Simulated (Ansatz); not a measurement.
# N on W(100): change of the work function, part 4 of 4

Wanted: Δφ(θ) for N/W(100), starting from the hollow site.

Ansatz 0.2.0; plane-wave DFT, PBE, Ansatz PAW.

So far, work function, upper face (eV): step 2 (the clean slab) 4.14; step 3 (46 atoms, coverage 0.111 ML, cell 3x3) 4.13; step 4 (21 atoms, coverage 0.25 ML, cell 2x2) 4.05.

## 5. Adsorbate added, k-mesh 6×6×1, coverage 0.5 ML (continued)

Step by step:

```tsv
step	energy less that of the first step (eV)	largest force component (eV/Å)
1	0.0000	2.6096
2	-1.3574	1.8910
3	-1.6663	0.1856
4	-1.6734	0.0282
5	-1.6737	0.0046
```

The run keeps the 16 symmetry operations that it works with, so distortions that break them were not tested.

The atoms that moved most (Å):

```tsv
atom	dx	dy	dz	length
N21	0.000	0.000	-0.301	0.301
N22	0.000	0.000	-0.301	0.301
W5	0.000	0.000	0.132	0.132
W10	0.000	0.000	0.132	0.132
W15	0.000	0.000	0.132	0.132
W20	0.000	0.000	0.132	0.132
W19	0.000	0.000	-0.110	0.110
W4	0.000	0.000	-0.110	0.110
```

The relaxed structure:

```xyz
22
Lattice="6.3200 0.0000 0.0000 0.0000 6.3200 0.0000 0.0000 0.0000 25.1098" Properties=species:S:1:pos:R:3
W     0.0000    0.0000    9.0000
W     1.5800    1.5800   10.5800
W     0.0000    0.0000   12.1649
W     1.5800    1.5800   13.6941
W     0.0000    0.0000   15.3666
W     0.0000    3.1600    9.0000
W     1.5800    4.7400   10.5800
W     0.0000    3.1600   12.1649
W     1.5800    4.7400   13.8477
W     0.0000    3.1600   15.3666
W     3.1600    0.0000    9.0000
W     4.7400    1.5800   10.5800
W     3.1600    0.0000   12.1649
W     4.7400    1.5800   13.8477
W     3.1600    0.0000   15.3666
W     3.1600    3.1600    9.0000
W     4.7400    4.7400   10.5800
W     3.1600    3.1600   12.1649
W     4.7400    4.7400   13.6941
W     3.1600    3.1600   15.3666
N     1.5800    1.5800   15.8090
N     4.7400    4.7400   15.8090
```

The relaxation took 5 steps and lowered the energy by 1.7 eV; the largest force on the free atoms ends at 0.0046 eV/Å.

The covered face has 3.44 eV, -0.70 eV against the clean one; the bare back face has moved by +0.01 eV, a measure of how thin the slab is.

## 6. Adsorbate added, k-mesh 12×12×1, coverage 1 ML

System of this step: W5N (N/W(100)). The cell holds 6 atoms: 5 W and 1 N. Its edges and angles: a = 3.160 Å, b = 3.160 Å, c = 25.110 Å, α = 90.0°, β = 90.0°, γ = 90.0°. Vacuum lies along c.

Another coverage, to see how the dipoles act on each other as their distance changes.

Input file input.yaml:

```yaml
crystal:
  lattice:
    - [3.16, 0.0, 0.0]
    - [0.0, 3.16, 0.0]
    - [0.0, 0.0, 25.1098318166]
  atoms:
    - { symbol: W, position: [0.0, 0.0, 0.3584253398] }
    - { symbol: W, position: [0.5, 0.5, 0.4213488993] }
    - { symbol: W, position: [0.0, 0.0, 0.4842393472] }
    - { symbol: W, position: [0.5, 0.5, 0.5497362957] }
    - { symbol: W, position: [0.0, 0.0, 0.6067028418] }
    - { symbol: "N", position: [0.5, 0.5, 0.6415746602] }
kpoints:
  mp_grid: { grid: [12, 12, 1] }
hamiltonian:
  xc: pbe
scf:
  occupations: { method: fermi_dirac, width: 0.1 }
  convergence: { dr2_threshold: 1.0e-08 }
efield:
  axis: 3
  dipole_correction: true
  ramp_position: 0.97
  ramp_width: 0.06
relax:
  f_tol: 0.02
  max_steps: 60
  constraints: [{ sites: [0, 1] }]
output:
  write_potential: true
  write_density: true
  volumetric_format: npy
```

Run with:

```console
ansatz run input.yaml --threads 4 --pin off --max-ram 16384MiB --backend cpu --events-out ev --progress --plain --runs-dir out
```

Numbers of over 12 decimals in the logs are rounded to 6 here.

Log:

```text
[...]
Crystal: 6 atoms, lattice volume = 250.737 Å³
Basis set: ecut = 420 eV, 4939 PW (Γ), exchange–correlation on 48×48×360 points (8 copies of the dense FFT grid, shifted against one another)
Bands: 45, of which v1, the nominal top of the filled ones, is band 38 counted from 1 (37 counted from 0)
Symmetry: 8 space group operations
[...]
atoms:
    - { symbol: W, position: [0.0, 0.0, 0.358425] }
    - { symbol: W, position: [0.500000, 0.500000, 0.4213488993] }
    - { symbol: W, position: [1.749949598607687e-18, 0, 0.485373] }
    - { symbol: W, position: [0.500000, 0.500000, 0.548039] }
    - { symbol: W, position: [1.802736491119521e-17, 0, 0.618380] }
    - { symbol: N, position: [0.500000, 0.500000, 0.631763] }
[key lines of the parts left out:]
SCF converged after 7 iterations
Free energy (F): -52304.639150 eV
Fermi energy:    5.029781 eV
Dipole field:    D = 0.025004 V/Å  (p = 0.034648 e·Å, saw-weighted, corrected)
Work function:   Φ+ = 3.5474 eV   Φ− = 4.1752 eV
```

The job ended after 60 s (4 threads of Arm Neoverse V1, shared host; peak memory 0.67 GiB; 3.9 min of CPU time).

Relaxation path:

```tsv
step	energy less that of the first step (eV)	largest force component (eV/Å)
1	0.0000	4.6593
2	-0.7569	1.4333
3	-0.8877	0.5184
4	-0.9071	0.1918
5	-0.9103	0.0293
6	-0.9102	0.0230
7	-0.9103	0.0026
```

Relaxation step 6 was tried and not accepted.

The run keeps the 8 symmetry operations that it works with, so distortions that break them were not tested.

The atoms that moved most (Å):

```tsv
atom	dx	dy	dz	length
W5	0.000	0.000	0.293	0.293
N6	0.000	0.000	-0.246	0.246
W4	0.000	0.000	-0.043	0.043
W3	0.000	0.000	0.028	0.028
```

Final coordinates:

```xyz
6
Lattice="3.1600 0.0000 0.0000 0.0000 3.1600 0.0000 0.0000 0.0000 25.1098" Properties=species:S:1:pos:R:3
W     0.0000    0.0000    9.0000
W     1.5800    1.5800   10.5800
W     0.0000    0.0000   12.1876
W     1.5800    1.5800   13.7612
W     0.0000    0.0000   15.5274
N     1.5800    1.5800   15.8635
```

The relaxation took 7 steps and lowered the energy by 0.91 eV; the largest force on the free atoms ends at 0.0026 eV/Å.

The covered face has 3.55 eV, -0.59 eV against the clean one; the bare back face has moved by -0.08 eV, a measure of how thin the slab is.

## 7. Work function against coverage

This step: plane-wave DFT, PBE, Ansatz PAW; work function against coverage (Ansatz 0.2.0).

The runs are now put side by side.

Numbers from this step:

```yaml
work_function_of_the_clean_face: 4.140 eV
largest_change_of_the_work_function: -0.7039 eV
```

The work function of the covered face by coverage:

```tsv
coverage (adsorbates/nm²)	work function of the covered face (eV)
0.00	4.14
1.11	4.13
2.50	4.05
5.01	3.44
10.01	3.55
```

The dipole per adsorbate comes from the change of the cell's dipole. Coverage, by row:

```tsv
coverage (1/nm²)	coverage (ML)	work function (eV)	change (eV)	dipole per adsorbate, positive end outwards (debye)	mean height of the added atoms over the highest substrate atom (Å)
1.113	0.1111	4.128	-0.01171	0.009	0.517
2.504	0.25	4.05	-0.0905	0.094	0.5487
5.007	0.5	3.436	-0.7039	0.377	0.4424
10.01	1	3.547	-0.5928	0.137	0.3361
```

## 8. Summary of results

```
work function of the clean face                        : 4.14 eV
work function at 0.11 ML                               : 4.13 eV
work function at 0.25 ML                               : 4.05 eV
work function at 0.5 ML                                : 3.44 eV
work function at 1 ML                                  : 3.55 eV
dipole per adsorbate at 0.11 ML, positive end outwards : 0.01 D
```

At the lowest coverage N changes the work function of W(100) by under 0.15 eV, within the error of so thin a slab; the largest change, -0.70 eV, comes at higher coverage. The work function passes a minimum near 0.5 ML among the coverages run and rises again. The slab has 5 layers, at the tabulated experimental lattice constant, one starting site was run, and quantum-size effects of a slab this thin can reach one or two tenths of an eV.

[Logs are printed without paths, hosts, clocks, repeated set-up lines and the standing remarks that a program may print on its own settings, such as how far it seeks lower states.]

[Hosts, paths, dates, database ids (printed as entryN), source tags and the programs' standing remarks are cut or masked in the printed files.]

[Maps of the electrostatic potential energy from Ansatz leave out the sawtooth potential of an applied field or a dipole correction, so their vacuum need not be flat; planar profiles and work functions include it.]
